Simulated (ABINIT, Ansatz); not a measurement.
# Quasiparticle gap of YScB2O6 (R-3) in ABINIT, part 3 of 3

Wanted: ground state, empty states, screening and self-energy for YScB2O6 (R-3).

ABINIT 10.8.3; LDA and many-body steps on it, plane waves. Known limits of the many-body steps: not at the basis limit; no spin-orbit coupling; coarse k mesh.

So far. Step 4 (Empty states on the mesh, 2×2×2 mesh, 234 bands): On this mesh the gap is 4.393 eV. Step 5 (Screening, 2×2×2 mesh, 214 bands, screening to 176.9 eV): Local fields lower ε∞ by 8 %. On a Γ-centred mesh this coarse the value itself is usually too large, while a short band sum pulls it down.

### Step 6. Self-energy, 2×2×2 mesh, 214 bands, screening to 176.9 eV

The self-energy is evaluated for the states that the input lists, and the levels follow from it, in one-shot runs by the linearised quasiparticle equation.

This step: G0W0 on LDA, plane waves, norm-conserving pseudopotentials.

File run.abi:

```
acell 3*1.0 Angstrom
rprim 
  2.455259121368 1.417544514628 5.373024847406
  -2.455259121368 1.417544514628 5.373024847406
  0.000000000000 -2.835089029328 5.373024847387
ntypat 4
znucl 39 21 5 8
natom 10
typat 1 2 3 3 4 4 4 4 4 4
xred 
  0.500000000000 0.500000000000 0.500000000000
  0.000000000000 0.000000000000 0.000000000000
  0.255007000000 0.255007000000 0.255007000000
  0.744993000000 0.744993000000 0.744993000000
  0.233543000000 0.545880000000 0.981547000000
  0.981547000000 0.233543000000 0.545880000000
  0.545880000000 0.981547000000 0.233543000000
  0.018453000000 0.766457000000 0.454120000000
  0.454120000000 0.018453000000 0.766457000000
  0.766457000000 0.454120000000 0.018453000000
pp_dirpath "pseudos"
pseudos "Y.upf, Sc.upf, B.upf, O.upf"
ecut 36
ngkpt 2 2 2
nshiftk 1
shiftk 0 0 0
kptopt 1
chksymbreak 0
istwfk *1
occopt 1
irdwfk 1
optdriver 4
nband 214
gwcalctyp 0
ecutsigx 36
symsigma 1
nkptgw 2
kptgw 
  0.5000000000 0.5000000000 0.0000000000
  0.0000000000 0.0000000000 0.0000000000
bdgw 
  31 34
  31 34
ecuteps 6.5
irdscr 1
ppmodel 1
indata_prefix "in"
outdata_prefix "out"
tmpdata_prefix "tmp"
```

Command:

```console
> OMP_NUM_THREADS=1 mpirun -n 4 abinit run.abi > log
```

Numbers of over 12 decimals in the logs are rounded to 6 here.

Output:

```text
.Version 10.8.3 of ABINIT. v10.8.2 released Aug 2026.

 Symmetries : space group R-3 (#148); Bravais hR (rhombohedral)
[... echo of the input left out ...]
== DATASET  1 ==================================================================
-   mpi_nproc: 4, omp_nthreads: 1 (-1 if OMP is not activated)

--- !DatasetInfo
iteration_state: {dtset: 1, }
dimensions: {natom: 10, nkpt: 4, mband: 214, nsppol: 1, nspinor: 1, nspden: 1, mpw: 7863, }
cutoff_energies: {ecut:  36.0, pawecutdg:  -1.0, }
electrons: {nelect:   6.40000000E+01, charge:   0.00000000E+00, occopt:   1.00000000E+00, tsmear:   1.00000000E-02, }

 SIGMA: Calculation of the GW corrections

 Based on a program developped by R.W. Godby, V. Olevano, G. Onida, and L. Reining.
 Incorporated in ABINIT by V. Olevano, G.-M. Rignanese, and M. Torrent.
.Using double precision arithmetic ; gwpc =  8

[... cell and pseudopotentials left out ...]
--------------------------------------------------------------------------------

 ==== K-mesh for the wavefunctions ====
 Number of points in the irreducible wedge :     4
[... list of points left out ...]
 Together with  6 symmetry operations and time-reversal symmetry
 yields     8 points in the full Brillouin Zone.

 ==== Q-mesh for screening function ====
 Number of points in the irreducible wedge :     4
[... list of points left out ...]
 Together with  6 symmetry operations and time-reversal symmetry
 yields     8 points in the full Brillouin Zone.

 vcoul_init : cutoff-mode = AUXILIARY_FUNCTION
 q-points for optical limit:   1
     1)      0.000010    0.000020    0.000030
 setmesh: FFT mesh size selected  =    64x   64x   64
          total number of points  =       262144

 Number of electrons calculated from density =   64.0000; Expected =   64.0000
 average of density, n =  0.084524
 r_s =    1.4135
 omega_plasma =   28.0443 [eV]

 === KS Band Gaps ===
  >>>> For spin  1
   Minimum direct gap =   4.3933 [eV], located at k-point      :   0.5000  0.5000  0.0000
   Fundamental gap    =   4.3933 [eV], Top of valence bands at :   0.5000  0.5000  0.0000
                                       Bottom of conduction at :   0.5000  0.5000  0.0000
 SIGMA fundamental parameters:
 PLASMON POLE MODEL  1
 number of plane-waves for SigmaX                 7863
 number of plane-waves for SigmaC and W            605
 number of plane-waves for wavefunctions          7863
 number of bands                                   214
 number of independent spin polarizations            1
 number of spinorial components                      1
 number of k-points in IBZ                           4
 number of q-points in IBZ                           4
 number of symmetry operations                       6
 number of k-points in BZ                            8
 number of q-points in BZ                            8
 number of frequencies for dSigma/dE                 9
 frequency step for dSigma/dE [eV]                0.25
 number of omega for Sigma on real axis              0
 max omega for Sigma on real axis  [eV]           0.00
 zcut for avoiding poles [eV]                     0.10

 EPSILON^-1 parameters (SCR file):
 dimension of the eps^-1 matrix on file            605
 dimension of the eps^-1 matrix used               605
 number of plane-waves for wavefunctions          7863
 number of bands                                   214
 number of q-points in IBZ                           4
 number of frequencies                               2
 number of real frequencies                          1
 number of imag frequencies                          1

 matrix elements of self-energy operator (all in [eV])

 Perturbative Calculation

--- !SelfEnergy_ee
iteration_state: {dtset: 1, }
kpoint     : [   0.500,    0.500,    0.000, ]
spin       : 1
KS_gap     :    4.393
QP_gap     :    7.437
Delta_QP_KS:    3.043
data: !SigmaeeData |
     Band     E0 <VxcDFT>   SigX SigC(E0)      Z dSigC/dE  Sig(E)    E-E0       E
       31   2.755 -18.931 -23.772   4.235   0.800  -0.250 -19.415  -0.484   2.271
       32   3.393 -19.888 -24.922   4.435   0.800  -0.250 -20.367  -0.480   2.913
       33   7.786 -16.445  -8.688  -4.653   0.826  -0.211 -13.881   2.564  10.349
       34   8.232 -17.419  -9.260  -4.853   0.817  -0.223 -14.716   2.703  10.935

--- !SelfEnergy_ee
iteration_state: {dtset: 1, }
kpoint     : [   0.000,    0.000,    0.000, ]
spin       : 1
KS_gap     :    5.102
QP_gap     :    8.342
Delta_QP_KS:    3.240
data: !SigmaeeData |
     Band     E0 <VxcDFT>   SigX SigC(E0)      Z dSigC/dE  Sig(E)    E-E0       E
       31   3.140 -19.671 -24.577   4.353   0.798  -0.253 -20.112  -0.442   2.698
       32   3.140 -19.671 -24.577   4.353   0.798  -0.253 -20.112  -0.442   2.698
       33   8.242 -18.002  -9.593  -4.967   0.813  -0.230 -15.204   2.799  11.041
       34   8.242 -18.002  -9.593  -4.967   0.813  -0.230 -15.204   2.799  11.041

== END DATASET(S) ==============================================================
================================================================================

 -outvars: echo values of variables after computation  --------
           etotal      0.0000000000E+00
            nband         214
             nkpt           4
          spgroup         148
 [... the other variables as echoed above ...]

 Calculation completed.
```

It took 51 s on 4 MPI ranks of Arm Neoverse V1, shared host; peak memory 2.1 GiB; 3.4 min of CPU time.

This step gave:

| Item | Value |
| --- | --- |
| G0W0 gap on the points computed | 7.436 eV |
| starting gap on the mesh | 4.393 eV |
| k of the valence top | 0.5, 0.5, 0 |
| k of the conduction bottom | 0.5, 0.5, 0 |
| Z at the valence top | 0.8 |
| Z at the conduction bottom | 0.826 |
| least direct G0W0 gap on the computed points | 7.436 eV |

The gap on the mesh goes from 4.39 eV to 7.44 eV, a correction of +3.04 eV.

Limits: finite bands, cutoff and mesh; no spin-orbit coupling; coarse k mesh. v1 is the top filled band, c1 the lowest empty one. The levels before and after the correction (eV, zero at the valence-band top of each column):

|  | conduction bottom | valence top |
| --- | --- | --- |
| Kohn-Sham | 4.39 | 0.00 |
| G0W0 | 7.44 | 0.00 |

|  | level | energy (eV) |
| --- | --- | --- |
| Kohn-Sham | (0.5 0.5 0) v2 | -0.638 |
| Kohn-Sham | (0.5 0.5 0) v1 | 0.000 |
| Kohn-Sham | (0.5 0.5 0) c1 | 4.393 |
| Kohn-Sham | (0.5 0.5 0) c2 | 4.839 |
| G0W0 | (0.5 0.5 0) v2 | -0.642 |
| G0W0 | (0.5 0.5 0) v1 | 0.000 |
| G0W0 | (0.5 0.5 0) c1 | 7.436 |
| G0W0 | (0.5 0.5 0) c2 | 8.022 |

### Step 7. Where the time went

Times are wall times on 4 MPI ranks of Arm Neoverse V1, shared host, good to a factor of about two.

| step | time | share | memory (GiB) |
| --- | --- | --- | --- |
| ground state | 3.7 min | 34 % | 0.67 |
| bands along the symmetry lines | 2.1 min | 20 % | 0.49 |
| empty states on the mesh | 2 min | 18 % | 0.56 |
| screening | 2.1 min | 20 % | 2.5 |
| self-energy | 51 s | 8 % | 2.1 |

### Step 8. Results

* LDA gap: 4.39 eV, direct
* G0W0 gap on the mesh: 7.44 eV
* GW settings: 2×2×2 mesh, 214 bands, screening to 176.9 eV, Godby-Needs plasmon pole
* known limits: not at the basis limit; no spin-orbit coupling; coarse k mesh

In words: G0W0 moves the gap on the mesh from 4.39 eV to 7.44 eV (+3.04 eV), with Z of 0.80 and 0.83 at the edges. Local fields lower the RPA ε∞ on this mesh from 3.81 to 3.51; a Γ-centred mesh this coarse tends to raise both, most where the direct gap is narrow, while a short band sum lowers them. Only 2 of the mesh's irreducible points were corrected, so a valley elsewhere could overtake. The dearest step here is «ground state». Bands and cutoff are finite, so the gap is not at the basis limit. The miss can reach some tenths of an eV and take either sign; the mesh is an error of its own. In the G0W0 run levels were corrected at 2 k points alone, so a gap called «on the mesh» is the least over those, and an edge elsewhere would be missed. The 2×2×2 mesh is coarse for this cell, which bears on the long-range parts of exchange and screening. The many-body steps are scalar-relativistic: spin-orbit coupling is not in them.

[Paths, hosts, dates, memory and timing lines, banners, echoed tables and standing remarks are left out of the program output.]

[Logs are printed without paths, hosts, clocks, repeated set-up lines and the standing remarks that a program may print on its own settings, such as how far it seeks lower states.]

[Runs of the session that timed out or met a known fault of the program may be left out.]

[Hosts, paths, dates, database ids (printed as entryN), source tags and the programs' standing remarks are cut or masked in the printed files.]

[G0W0 gaps are taken among the corrected bands and points alone; a level outside them can change the order at an edge.]

[Where Ansatz stands beside ABINIT at settings called matched, ABINIT's density can come from a denser mesh and the files from another edition; pairs whose starting gaps differed by over 0.03 eV were left out, so agreement reads better than it is.]
